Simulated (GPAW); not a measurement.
Computed Ti K edges (GPAW, LDA, excited-electron core hole (neutral cell), supercells with 7.0 to 7.1 Å between holes, Gaussian full width 0.94 eV up to 4 eV, rising linearly to 3.5 eV at 25 eV) of these absorbers are given in random order:
A. TiSe (Pnma): 1 Se at 2.52 Å, 2 Se at 2.56 Å, 2 Se at 2.70 Å and 1 Se at 2.78 Å (distorted octahedral, site symmetry m)
B. TiSe (P6_3/mmc): 6 Se at 2.58 Å (octahedral, site symmetry -3m)

Energy from 4947.4 eV of photon energy (total-energy differences, less 22.7 eV, the free-atom term for the hole's spin); mean of 1 over the first 20 eV. In the free atom LDA prices this hole about 13 eV below PBE, which is itself good to a few eV.

| E (eV) | spectrum 1 | spectrum 2 |
| --- | --- | --- |
| -2.0 | 0.00 | 0.00 |
| -1.5 | 0.00 | 0.00 |
| -1.0 | 0.00 | 0.00 |
| -0.5 | 0.01 | 0.02 |
| 0.0 | 0.09 | 0.08 |
| 0.5 | 0.21 | 0.16 |
| 1.0 | 0.28 | 0.21 |
| 1.5 | 0.32 | 0.27 |
| 2.0 | 0.38 | 0.33 |
| 2.5 | 0.37 | 0.39 |
| 3.0 | 0.29 | 0.42 |
| 3.5 | 0.21 | 0.34 |
| 4.0 | 0.27 | 0.38 |
| 4.5 | 0.52 | 0.61 |
| 5.0 | 0.81 | 0.71 |
| 5.5 | 0.96 | 0.86 |
| 6.0 | 1.05 | 1.09 |
| 6.5 | 1.23 | 1.19 |
| 7.0 | 1.44 | 1.41 |
| 7.5 | 1.58 | 1.73 |
| 8.0 | 1.66 | 1.89 |
| 8.5 | 1.67 | 1.83 |
| 9.0 | 1.60 | 1.64 |
| 9.5 | 1.48 | 1.39 |
| 10.0 | 1.37 | 1.24 |
| 10.5 | 1.30 | 1.21 |
| 11.0 | 1.28 | 1.25 |
| 11.5 | 1.27 | 1.29 |
| 12.0 | 1.25 | 1.28 |
| 12.5 | 1.24 | 1.23 |
| 13.0 | 1.23 | 1.13 |
| 13.5 | 1.18 | 1.01 |
| 14.0 | 1.12 | 0.90 |
| 14.5 | 1.05 | 0.87 |
| 15.0 | 1.01 | 0.90 |
| 15.5 | 1.00 | 0.98 |
| 16.0 | 1.01 | 1.06 |
| 16.5 | 1.05 | 1.12 |
| 17.0 | 1.08 | 1.14 |
| 17.5 | 1.11 | 1.15 |
| 18.0 | 1.12 | 1.15 |
| 18.5 | 1.11 | 1.17 |
| 19.0 | 1.10 | 1.17 |
| 19.5 | 1.09 | 1.16 |
| 20.0 | 1.07 | 1.13 |
| 20.5 | 1.05 | 1.09 |
| 21.0 | 1.02 | 1.06 |
| 21.5 | 1.00 | 1.04 |
| 22.0 | 0.98 | 1.03 |
| 22.5 | 0.96 | 1.03 |
| 23.0 | 0.94 | 1.02 |
| 23.5 | 0.93 | 1.01 |
| 24.0 | 0.91 | 0.98 |
| 24.5 | 0.90 | 0.96 |
| 25.0 | 0.89 | 0.93 |
| 25.5 | 0.89 | 0.91 |
| 26.0 | 0.90 | 0.91 |
| 26.5 | 0.91 | 0.91 |
| 27.0 | 0.92 | 0.93 |
| 27.5 | 0.94 | 0.96 |
| 28.0 | 0.95 | 0.99 |
| 28.5 | 0.95 | 1.01 |
| 29.0 | 0.95 | 1.01 |
| 29.5 | 0.95 | 0.98 |
| 30.0 | 0.95 | 0.94 |
| 30.5 | 0.94 | 0.88 |
| 31.0 | 0.93 | 0.83 |
| 31.5 | 0.91 | 0.78 |
| 32.0 | 0.89 | 0.75 |

Which spectrum belongs to which crystal?

Spectrum 1 is A (rising edge 4952.1 eV, maxima 2.2 eV (0.39), 8.3 eV (1.68) and 18.1 eV (1.12) above its zero). Spectrum 2 is B (rising edge 4951.9 eV, maxima 2.9 eV (0.42), 8.1 eV (1.89) and 11.7 eV (1.29) above its zero). After the best relative shift (up to 4 eV allowed) the shapes differ by 8 % r.m.s. (of the curve's own r.m.s. level). Between 0 and 30 eV on the axis shown, they part most near 8.0 eV, where TiSe (P6_3/mmc) is higher by 0.2. The rising edges coincide within 0.3 eV. On this measure the closest forms look alike, so telling them apart would rest on single features. How much of a difference is left by the finite cells wasn't tested for these crystals.

Quadrupole 1s→3d transitions, which feed the pre-edge, are not in the dipole spectrum. Lifetime broadening is put in by hand, and intensities beyond about 20 eV depend on it. Meshes are coarse enough for small ripples in TiSe (Pnma) and TiSe (P6_3/mmc). The structures are entries of the Crystallography Open Database, used as given.

[Hosts, paths, dates, database ids (printed as entryN), source tags and the programs' standing remarks are cut or masked in the printed files.]
